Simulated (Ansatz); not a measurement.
**BaHfP2 (model structure): optical spectrum from first principles**

What colour and refractive index does BaHfP2 (model structure) have at this level of theory? The structure is a model built here, which may or may not match a known phase. It was built so: All N replaced by P and Sr replaced by Ba in the R-3m structure of SrHfN2.

Calculated with Ansatz 0.2.0; DFT, PBE, plane-wave PAW, default files, scalar-relativistic, independent-particle optical response without local fields.

### 1. Starting point

It takes space group R-3m (No. 166, trigonal). The conventional cell has a = 3.900 Å, b = 3.900 Å, c = 20.639 Å, α = 90.00°, β = 90.00°, γ = 120.00°. Nearest to Hf lie 6 P at 2.63 Å. Nearest to Ba lie 6 P at 3.06 Å. Nearest to P lie 3 Hf at 2.63 Å and 3 Ba at 3.06 Å. All N replaced by P and Sr replaced by Ba in the R-3m structure of SrHfN2. Farther neighbours are not listed.

### 2. Relaxation

The structure was built or cut out here, so it is relaxed before any spectrum is computed.

This step: DFT, PBE, plane-wave PAW, default files, scalar-relativistic, relaxation (Ansatz 0.2.0).

Input file input.yaml:

```yaml
crystal:
  lattice:
    - [1.94978589, 1.12570941, 6.87973097]
    - [-1.94978589, 1.12570941, 6.87973097]
    - [0.0, -2.25141882, 6.87973097]
  atoms:
    - { symbol: Hf, position: [0.5, 0.5, 0.5] }
    - { symbol: Ba, position: [0.0, 0.0, 0.0] }
    - { symbol: P, position: [0.767368, 0.767368, 0.767368] }
    - { symbol: P, position: [0.232632, 0.232632, 0.232632] }
kpoints:
  mp_grid: { grid: [7, 7, 7] }
scf:
  occupations: { method: fermi_dirac, width: 0.05 }
hamiltonian:
  xc: pbe
  pseudopotentials: { kind: paw }
output:
  forces: true
  stress: true
relax:
  f_tol: 0.02
  max_steps: 50
  cell: {}
```

On the command line:

```bash
ansatz run input.yaml --threads 4 --pin off --max-ram 8192MiB --backend cpu --events-out ev --progress --plain --runs-dir out
```

Numbers of over 12 decimals in the logs are rounded to 6 here.

What it wrote:

```text
basis.fft_grid_basis auto: the FFT boxes are laid along the combinations [[1, 0, -1], [0, 1, -1], [0, 0, 1]] of the cell's own vectors, 3.900, 3.900 and 7.239 Å long. The dense box has 27×27×50 points. Along the cell's own vectors, as sized, it would have 50×50×50, 3.43 times as many. Of the 12 symmetry operations that the crystal satisfies within crystal.symmetry.tolerance (time reversal apart; of a slab, those that [...]
Engine: ansatz 0.2.0, x86_64-unknown-linux-gnu
Pseudopotentials: kind: paw
Pseudopotential: Hf, paw, valence charge 26, recommended cutoff 420 eV (normal), Hf.paw.azcp
Pseudopotential: Ba, paw, valence charge 10, recommended cutoff 420 eV (normal), Ba.paw.azcp
Pseudopotential: P, paw, valence charge 5, recommended cutoff 420 eV (normal), P.paw.azcp
Functional definition: PBE
  parameter kappa = 0.804
  parameter beta = 0.066725
  exchange = pbe_x(kappa = kappa, mu = beta*pi^2/3)
  correlation = pbe_c(beta = beta)
Crystal: 4 atoms, lattice volume = 90.602 Å³
Basis set: ecut = 420 eV, 1775 PW (Γ), FFT grids on a1−a3, a2−a3, a3, exchange–correlation on 54×54×100 points (8 copies of the dense FFT grid, shifted against one another)
Bands: 28, of which v1, the nominal top of the filled ones, is band 23 counted from 1 (22 counted from 0)
Symmetry: 12 space group operations
Space group: R-3m (ITA 166), of the structure as read, at distance tolerance 4.5e-5 Å
k-points: 44 of 343
Non-local potential: Hf, projectors of the file, l = 0: 3, l = 1: 2, l = 2: 2, l = 3: 3
Non-local potential: Ba, projectors of the file, l = 0: 3, l = 1: 2, l = 2: 2, l = 3: 2
Non-local potential: P, projectors of the file, l = 0: 2, l = 1: 2, l = 2: 2
PAW form: soft (Blöchl's): semilocal exchange-correlation on the pseudo side does not see the compensation charge
PAW one-centre angular grid: Hf, 590 points (default); XC on 64 Gauss nodes
PAW one-centre angular grid: Ba, 194 points (default); XC on 64 Gauss nodes
PAW one-centre angular grid: P, 110 points (default); XC on 64 Gauss nodes
Initial density: superposition of atomic densities (neutral atoms: chi_scale 0, normalization atom), corrected by the library's trained network
Initial wavefunctions: pseudopotential atomic-orbital guess
Functional: x = pbe(κ = 0.804, μ = 0.219515), c = pbe(β = 0.066725)
SCF iter   1: F=—  HF=-23186.658970 eV  |F-HF|=—  |Δ(HF+E_count)|=         —  Δρ=1.35e-3  dr2=2.09e-3  ethr=1.77e-3  ⟨swp⟩=7.5  Hψ=6000  notcnv=0
preconditioner: auto → Kerker (q_TF=auto, 2.437 Å⁻¹)  [metal: Δε(μ)=0.086 eV  Ē_g=11.181 eV  σ=0.050 eV  W_gap=0.40  n_scr=28 (ndim 8)  ℏωp=23.4 eV  f_vac=0.000  D(μ)=0.68/eV (n_scr^D=2)]
SCF iter   2: F=—  HF=-23186.658635 eV  |F-HF|=—  |Δ(HF+E_count)|=   3.35e-4  Δρ=9.13e-4  dr2=2.07e-3  ethr=4.54e-6  ⟨swp⟩=2.6  Hψ=2754  notcnv=0
SCF iter   3: F=—  HF=-23186.658458 eV  |F-HF|=—  |Δ(HF+E_count)|=   1.77e-4  Δρ=4.35e-4  dr2=5.57e-4  ethr=4.50e-6  ⟨swp⟩=1.4  Hψ=1251  notcnv=0
SCF iter   4: F=—  HF=-23186.658387 eV  |F-HF|=—  |Δ(HF+E_count)|=   7.08e-5  Δρ=1.02e-4  dr2=3.82e-5  ethr=1.21e-6  ⟨swp⟩=2.0  Hψ=1617  notcnv=0
SCF iter   5: F=—  HF=-23186.658382 eV  |F-HF|=—  |Δ(HF+E_count)|=   4.88e-6  Δρ=7.53e-5  dr2=9.84e-6  ethr=8.31e-8  ⟨swp⟩=2.0  Hψ=2243  notcnv=0
SCF iter   6: F=—  HF=-23186.658377 eV  |F-HF|=—  |Δ(HF+E_count)|=   5.57e-6  Δρ=2.78e-5  dr2=2.85e-6  ethr=2.14e-8  ⟨swp⟩=2.0  Hψ=2245  notcnv=0
SCF iter   7: F=—  HF=-23186.658377 eV  |F-HF|=—  |Δ(HF+E_count)|=   4.05e-9  Δρ=1.33e-5  dr2=1.23e-6  ethr=6.20e-9  ⟨swp⟩=1.1  Hψ=1229  notcnv=0
SCF iter   8: F=—  HF=-23186.658376 eV  |F-HF|=—  |Δ(HF+E_count)|=   1.44e-7  Δρ=6.11e-6  dr2=2.89e-7  ethr=2.67e-9  ⟨swp⟩=1.9  Hψ=1642  notcnv=0
SCF iter   9: F=-23186.658376 eV  HF=-23186.658376 eV  |F-HF|=6.27e-8  |Δ(HF+E_count)|=   4.01e-8  Δρ=2.95e-6  dr2=6.82e-8  ethr=2.17e-10  ⟨swp⟩=5.1  Hψ=4664  notcnv=0
SCF 1 converged in 9 iterations: F = -23186.658376 eV  dr2 = 6.82e-8
  greatest PAW one-centre occupation: 0.998 electrons in one spin orbital (limit 2), on the Hf atom at site 0 (counted from 0), in its partial waves of l = 0
relax step   1: F+E_penalty+E_count = -23186.65837631 eV  Δ(F+E_penalty+E_count) = +0.000e0 eV  max|allowed force component| = 3.538e-2 eV/Å  Δτ_max = 0.0000 Å  P = +7.267 GPa  Ω = 90.602 Å³  (9 SCF iters, dr2 threshold 1.00e-7 eV, accepted)
Crystal: 4 atoms, lattice volume = 99.311 Å³
Basis set: ecut = 420 eV, 1981 PW (Γ), FFT grids on a1−a3, a2−a3, a3, exchange–correlation on 54×54×100 points (8 copies of the dense FFT grid, shifted against one another)
Initial density: handed on by an earlier stage of this run
Initial wavefunctions: those handed on with the density
iter 1 solved again at ethr=2.21e-4 eV; its pass at ethr=3.10e-3 eV (dr2=1.02e-1 eV) is discarded
SCF iter   1: F=—  HF=-23186.851828 eV  |F-HF|=—  |Δ(HF+E_count)|=         —  Δρ=3.84e-3  dr2=1.03e-1  ethr=2.21e-4  ⟨swp⟩=2.0  Hψ=8281  notcnv=0
preconditioner: auto → Resta (q_TF=auto, 2.400 Å⁻¹)  ε∞=5.0  [insulator: Δε(μ)=0.139 eV  Ē_g=11.164 eV  σ=0.050 eV  W_gap=0.60  n_scr=28 (ndim 8)  ℏωp=22.4 eV  f_vac=0.000  D(μ)=0.42/eV (n_scr^D=2)  ε∞_Penn≈5.0]
SCF iter   2: F=—  HF=-23186.835405 eV  |F-HF|=—  |Δ(HF+E_count)|=   1.64e-2  Δρ=1.78e-3  dr2=7.81e-3  ethr=2.21e-4  ⟨swp⟩=3.1  Hψ=1805  notcnv=0
SCF iter   3: F=—  HF=-23186.834497 eV  |F-HF|=—  |Δ(HF+E_count)|=   9.08e-4  Δρ=8.47e-4  dr2=9.21e-4  ethr=1.70e-5  ⟨swp⟩=2.0  Hψ=1922  notcnv=0
SCF iter   4: F=—  HF=-23186.834494 eV  |F-HF|=—  |Δ(HF+E_count)|=   3.11e-6  Δρ=4.25e-4  dr2=2.31e-4  ethr=2.00e-6  ⟨swp⟩=2.6  Hψ=2524  notcnv=0
SCF iter   5: F=—  HF=-23186.834462 eV  |F-HF|=—  |Δ(HF+E_count)|=   3.18e-5  Δρ=1.15e-4  dr2=1.94e-5  ethr=5.02e-7  ⟨swp⟩=2.4  Hψ=2249  notcnv=0
SCF iter   6: F=—  HF=-23186.834468 eV  |F-HF|=—  |Δ(HF+E_count)|=   5.75e-6  Δρ=4.33e-5  dr2=2.41e-6  ethr=4.22e-8  ⟨swp⟩=2.0  Hψ=2110  notcnv=0
SCF iter   7: F=-23186.834469 eV  HF=-23186.834469 eV  |F-HF|=6.18e-10  |Δ(HF+E_count)|=   1.35e-6  Δρ=9.03e-6  dr2=1.16e-7  ethr=8.70e-10  ⟨swp⟩=6.0  Hψ=6156  notcnv=0
SCF 2 converged in 7 iterations: F = -23186.834469 eV  dr2 = 1.16e-7
relax step   2: F+E_penalty+E_count = -23186.83446937 eV  Δ(F+E_penalty+E_count) = -1.761e-1 eV  max|allowed force component| = 6.966e-2 eV/Å  Δτ_max = 0.0145 Å  P = -0.869 GPa  Ω = 99.311 Å³  energy of the carried Pulay correction = -1.072e-3 eV  (7 SCF iters, dr2 threshold 4.00e-7 eV, accepted)
Crystal: 4 atoms, lattice volume = 98.246 Å³
Basis set: ecut = 420 eV, 1963 PW (Γ), FFT grids on a1−a3, a2−a3, a3, exchange–correlation on 54×54×100 points (8 copies of the dense FFT grid, shifted against one another)
iter 1 solved again at ethr=4.40e-7 eV; its pass at ethr=3.10e-3 eV (dr2=2.02e-4 eV) is discarded
SCF iter   1: F=—  HF=-23186.838094 eV  |F-HF|=—  |Δ(HF+E_count)|=         —  Δρ=4.01e-4  dr2=1.91e-4  ethr=4.40e-7  ⟨swp⟩=3.2  Hψ=7961  notcnv=0
preconditioner: auto → Resta (q_TF=auto, 2.404 Å⁻¹)  ε∞=5.1  [insulator: Δε(μ)=0.146 eV  Ē_g=11.129 eV  σ=0.050 eV  W_gap=0.61  n_scr=28 (ndim 8)  ℏωp=22.5 eV  f_vac=0.000  D(μ)=0.46/eV (n_scr^D=2)  ε∞_Penn≈5.1]
SCF iter   2: F=—  HF=-23186.838084 eV  |F-HF|=—  |Δ(HF+E_count)|=   9.75e-6  Δρ=2.26e-4  dr2=6.05e-5  ethr=4.16e-7  ⟨swp⟩=1.5  Hψ=1344  notcnv=0
SCF iter   3: F=—  HF=-23186.838078 eV  |F-HF|=—  |Δ(HF+E_count)|=   6.57e-6  Δρ=3.20e-5  dr2=9.60e-7  ethr=1.32e-7  ⟨swp⟩=2.0  Hψ=2122  notcnv=0
SCF iter   4: F=-23186.838078 eV  HF=-23186.838078 eV  |F-HF|=1.88e-9  |Δ(HF+E_count)|=   4.19e-7  Δρ=7.84e-6  dr2=7.96e-8  ethr=8.70e-10  ⟨swp⟩=6.6  Hψ=5584  notcnv=0
SCF 3 converged in 4 iterations: F = -23186.838078 eV  dr2 = 7.96e-8
relax step   3: F+E_penalty+E_count = -23186.83807801 eV  Δ(F+E_penalty+E_count) = -3.609e-3 eV  max|allowed force component| = 1.962e-2 eV/Å  Δτ_max = 0.0010 Å  P = -0.087 GPa  Ω = 98.246 Å³  energy of the carried Pulay correction = -9.465e-4 eV  (4 SCF iters, dr2 threshold 4.00e-7 eV, accepted)
[...]
relax step   4: F+E_penalty+E_count = -23186.83813846 eV  Δ(F+E_penalty+E_count) = -6.044e-5 eV  max|allowed force component| = 1.277e-2 eV/Å  Δτ_max = 0.0027 Å  P = +0.020 GPa  Ω = 98.169 Å³  energy of the carried Pulay correction = -9.374e-4 eV  (5 SCF iters, dr2 threshold 6.00e-8 eV, accepted)
[...]
relax step   5: F+E_penalty+E_count = -23186.83816382 eV  Δ(F+E_penalty+E_count) = -2.536e-5 eV  max|allowed force component| = 1.463e-4 eV/Å  Δτ_max = 0.0012 Å  P = +0.000 GPa  Ω = 98.170 Å³  energy of the carried Pulay correction = -9.375e-4 eV  (5 SCF iters, dr2 threshold 9.36e-9 eV, accepted)
Basis set: ecut = 420 eV, 1963 PW (Γ), FFT grids on a1−a3, a2−a3, a3, exchange–correlation on 54×54×108 points (8 copies of the dense FFT grid, shifted against one another)
Initial wavefunctions: pseudopotential atomic-orbital guess (no wavefunctions were taken with the density)
iter 1 solved again at ethr=1.27e-6 eV; its pass at ethr=3.10e-3 eV (dr2=5.86e-4 eV) is discarded
SCF iter   1: F=—  HF=-23186.839461 eV  |F-HF|=—  |Δ(HF+E_count)|=         —  Δρ=7.79e-5  dr2=7.45e-7  ethr=1.27e-6  ⟨swp⟩=3.0  Hψ=9135  notcnv=0
eigensolver tolerance schedule: the retry pair's looser diagonalisation over-reported the residual by 785.33 of it (diagonalisation noise at 0.48 of the residual, at the tolerance the schedule requests for it); recorded, not acted on — ethr = c·dr2/N_el stays at c = 1.0e-1
SCF iter   2: F=—  HF=-23186.839456 eV  |F-HF|=—  |Δ(HF+E_count)|=   5.53e-6  Δρ=4.41e-5  dr2=6.34e-7  ethr=1.62e-9  ⟨swp⟩=3.0  Hψ=3086  notcnv=0
SCF iter   3: F=—  HF=-23186.839456 eV  |F-HF|=—  |Δ(HF+E_count)|=   4.15e-7  Δρ=2.63e-5  dr2=1.07e-7  ethr=1.38e-9  ⟨swp⟩=2.0  Hψ=2181  notcnv=0
SCF iter   4: F=—  HF=-23186.839457 eV  |F-HF|=—  |Δ(HF+E_count)|=   4.10e-7  Δρ=6.36e-6  dr2=7.44e-9  ethr=2.33e-10  ⟨swp⟩=2.9  Hψ=2342  notcnv=0
SCF iter   5: F=—  HF=-23186.839457 eV  |F-HF|=—  |Δ(HF+E_count)|=   2.60e-8  Δρ=7.57e-7  dr2=1.17e-10  ethr=1.62e-11  ⟨swp⟩=2.0  Hψ=2192  notcnv=0
SCF iter   6: F=-23186.839457 eV  HF=-23186.839457 eV  |F-HF|=1.09e-11  |Δ(HF+E_count)|=  3.78e-10  Δρ=8.06e-8  dr2=8.10e-12  ethr=1.00e-12  ⟨swp⟩=5.6  Hψ=5517  notcnv=0
SCF 6 converged in 6 iterations: F = -23186.839457 eV  dr2 = 8.10e-12
relax step   6: F+E_penalty+E_count = -23186.83945673 eV  Δ(F+E_penalty+E_count) = -1.293e-3 eV  max|allowed force component| = 3.638e-4 eV/Å  Δτ_max = 0.0000 Å  P = +0.016 GPa  Ω = 98.170 Å³  stress off target by 2.55e-2 GPa  SCF on the basis re-selected at this cell (its energy is not comparable with the rows above)  (6 SCF iters)
basis re-selected at this cell: Δ(F+E_penalty+E_count) = -1.293e-3 eV, ΔP = +0.015 GPa vs the last step (what re-selecting the basis moved, of the pressure what is left beyond the Pulay correction that the steps carried, after the strain that the cell walked since its last selection, with what the two solves' SCF thresholds leave and, on support functions, any second-order correction that the steps lacked; it is no measure of the basis error at this ecutwfc). The dense FFT grid was sized anew with the basis: this SCF ran on 27×27×54 points, the steps before it on 27×27×50, so part of this shift can come from that change (see relax.cell in the input reference). [rest of the remark cut]
SCF converged after 6 iterations
Free energy (F): -23186.839457 eV
Harris-Foulkes:  -23186.839457 eV  (|F-HF|=1.09e-11)
Internal energy: -23186.835144 eV  (E = F + TS)
E sigma→0 (E₀):  -23186.837301 eV
Entropy (-TS):   -0.004312 eV (-1.078 meV/atom)
Fermi energy:    10.851679 eV
--- Per-component energies (eV) ---
  E_band       = -175.347364
  E_kinetic    = 729.809022
  E_local      = -8275.268835  (includes V_loc(G=0)·N_el)
  E_nonlocal   = -1119.234912
  E_hartree    = 3818.927174
  E_xc         = -591.637614
  E_vxc        = -524.124744  (∫ρ·V_xc dr)
  E_paw        = -13290.723229  (= ΣΔE_a)
  E_vpaw       = 1375.617766  (= ΣTr[D̂ρ^β])
  E_aug_tail   = 0.000003  (compensation charges beyond the density's cutoff)
  E_ewald      = -4458.706752
  E_smearing   = -0.004312  (= −TS)
  E_closure    = -0.000000  (closes the sum)
  Σ components = -23186.839457   (vs F -23186.839457, Δ=0.00e0)
--- Forces (eV/Å), atoms counted from 1 ---
  atom   1  Hf     0.00000000     0.00000000    -0.00000000
  atom   2  Ba    -0.00000000     0.00000000    -0.00000000
  atom   3  P     -0.00000000     0.00000000     0.00036385
  atom   4  P      0.00000000    -0.00000000    -0.00036385
  max |Σ_I F_I| component: 2.31e-18 eV/Å
--- Stress (GPa, compression-positive) ---
        0.010554       0.000000      -0.000000
        0.000000       0.010554       0.000000
       -0.000000       0.000000       0.025525
  P = ⅓ Tr σ = 0.0155 GPa (0.155 kbar)
--- Relaxed structure (5 steps of the walk, 5 accepted, 1 SCFs on fresh bases) ---
  F+E_penalty+E_count = -23186.83945673 eV   max|allowed force component| = 3.638e-4 eV/Å   (the final SCF, on the basis selected at the relaxed cell)
  cell:  # Å, volume = 98.1702 Å³
    - [1.982611, 1.144661, 7.209645]
    - [-1.982611, 1.144661, 7.209645]
    - [0, -2.289322, 7.209645]
  atoms:
    - { symbol: Hf, position: [0.500000, 0.500000, 0.500000] }
    - { symbol: Ba, position: [0, 0, 0] }
    - { symbol: P, position: [0.768192, 0.768192, 0.768192] }
    - { symbol: P, position: [0.231808, 0.231808, 0.231808] }
```

It took 3.5 s on 4 threads of AMD EPYC 9R45, shared host; peak memory 0.58 GiB; 12 s of CPU time.

The steps of the relaxation:

```
step  energy less that of the first step (eV)  largest force component (eV/Å)  pressure (GPa)  volume (Å³)
   1                                   0.0000                          0.0354            7.27        90.60
   2                                  -0.1761                          0.0697           -0.87        99.31
   3                                  -0.1797                          0.0196           -0.09        98.25
   4                                  -0.1798                          0.0128            0.02        98.17
   5                                  -0.1798                          0.0001            0.00        98.17
  6*                                  -0.1811                          0.0004            0.02        98.17
```

Relaxation steps marked * repeat the geometry before them on a plane-wave basis chosen anew for their cell, so energy and pressure can jump there.

The run keeps the 12 symmetry operations that it works with, so distortions that break them were not tested.

```
conventional cell, symmetrised  before   after  change
                         a (Å)   3.900   3.965  +1.7 %
                         b (Å)   3.900   3.965  +1.7 %
                         c (Å)  20.639  21.629  +4.8 %
              volume (Å³/atom)   22.65   24.54  +8.4 %
```

The atoms that moved most (Å, as changes of fractional coordinates times the final cell):

```
atom     dx     dy      dz  length
  P3  0.000  0.000   0.018   0.018
  P4  0.000  0.000  -0.018   0.018
```

The relaxed structure:

```cif
data_structure
_symmetry_space_group_name_H-M 'P 1'
_symmetry_Int_Tables_number 1
_cell_length_a 7.5644
_cell_length_b 7.5644
_cell_length_c 7.5644
_cell_angle_alpha 30.389
_cell_angle_beta 30.389
_cell_angle_gamma 30.389
_cell_volume 98.17
loop_
_atom_site_label
_atom_site_type_symbol
_atom_site_fract_x
_atom_site_fract_y
_atom_site_fract_z
_atom_site_occupancy
Hf1 Hf 0.50000 0.50000 0.50000 1
Ba2 Ba 0.00000 0.00000 0.00000 1
P3 P 0.76819 0.76819 0.76819 1
P4 P 0.23181 0.23181 0.23181 1
```

The relaxation ends with a largest force component of 3.6e-4 eV/Å and a pressure of 0.02 GPa.

(Continued in part 2 of 2.)

[Logs are printed without paths, hosts, clocks, repeated set-up lines and the standing remarks that a program may print on its own settings, such as how far it seeks lower states.]

[Hosts, paths, dates, database ids (printed as entryN), source tags and the programs' standing remarks are cut or masked in the printed files.]
